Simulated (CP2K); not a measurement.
Consider 2-fluorocarbonylpyrimidine at its PBE geometry (Å).

```xyz
12

O     3.0495   -1.1369   -0.0022
C     2.3852   -0.1421   -0.0605
F     2.9595    1.1047   -0.1816
C     0.8796   -0.0470   -0.0187
N     0.3313    1.1776   -0.0944
C    -1.0112    1.2085   -0.0625
C    -1.7822    0.0505    0.0468
C    -1.0929   -1.1612    0.1236
N     0.2465   -1.2278    0.0897
H    -1.4733    2.1962   -0.1266
H    -2.8700    0.0899    0.0716
H    -1.6221   -2.1125    0.2148
```

Method: CP2K XAS_TDP, all-electron GAPW, PBEh(45%), aug-cc-pVDZ, TDA, GW2X-corrected core level, no relativity.

Q: Where do the C K-edge lines lie, and how strong are they?

Leading lines: C2 290.24 eV, C4 287.49 eV, C6 287.38 eV and C7 286.81 eV. The leading line of an atom is its first one with 35 % of the strongest within 2.5 eV of its lowest line over the strength cut. Core ionisation energies at this level: C4 294.57, C6 294.22, C2 297.86 and C7 293.21 eV.

The first six lines of each atom with a strength over 0.0015:

```
                     atom  energy (eV)  states  strength, one atom  above the computed threshold
C2 (bonded to C, F and O)       290.24       1              0.0621                              
                                294.89       1              0.0178                              
                                295.54       1              0.0354                              
                                296.67       1              0.0089                              
                                297.18       1              0.0108                              
                                297.76       1              0.0036                              
 C4 (bonded to C and 2 N)       287.49       1              0.0460                              
                                291.92       1              0.0174                              
                                292.79       1              0.0033                              
                                293.46       1              0.0058                              
                                294.14       1              0.0076                              
                                294.70       1              0.0040                           yes
C6 (bonded to C, N and H)       287.38       1              0.0576                              
                                291.79       1              0.0127                              
                                292.87       1              0.0053                              
                                292.92       1              0.0040                              
                                293.46       1              0.0031                              
                                293.66       1              0.0028                              
 C7 (bonded to 2 C and H)       286.81       1              0.0469                              
                                290.59       1              0.0134                              
                                291.55       1              0.0112                              
                                292.03       1              0.0046                              
                                293.26       1              0.0037                           yes
                                293.54       1              0.0031                           yes
```

Lines are vertical, at one geometry, with no vibrational structure. GW2X ionisation energies and lines can be off by 1 to 2 eV either way, and a good line position may hide errors that cancel. Atoms with the same bonds but other surroundings in this conformer are left out. These values hold no scalar relativity, about 0.1 eV for C 1s. Rydberg lines, and the discretised continuum above threshold, depend on the basis and the box.

[Banner, clock and machine lines of the logs are left out without a mark of their own.]

[Logs are printed without paths, hosts, clocks, repeated set-up lines and the standing remarks that a program may print on its own settings, such as how far it seeks lower states.]

[Hosts, paths, dates, database ids (printed as entryN), source tags and the programs' standing remarks are cut or masked in the printed files.]
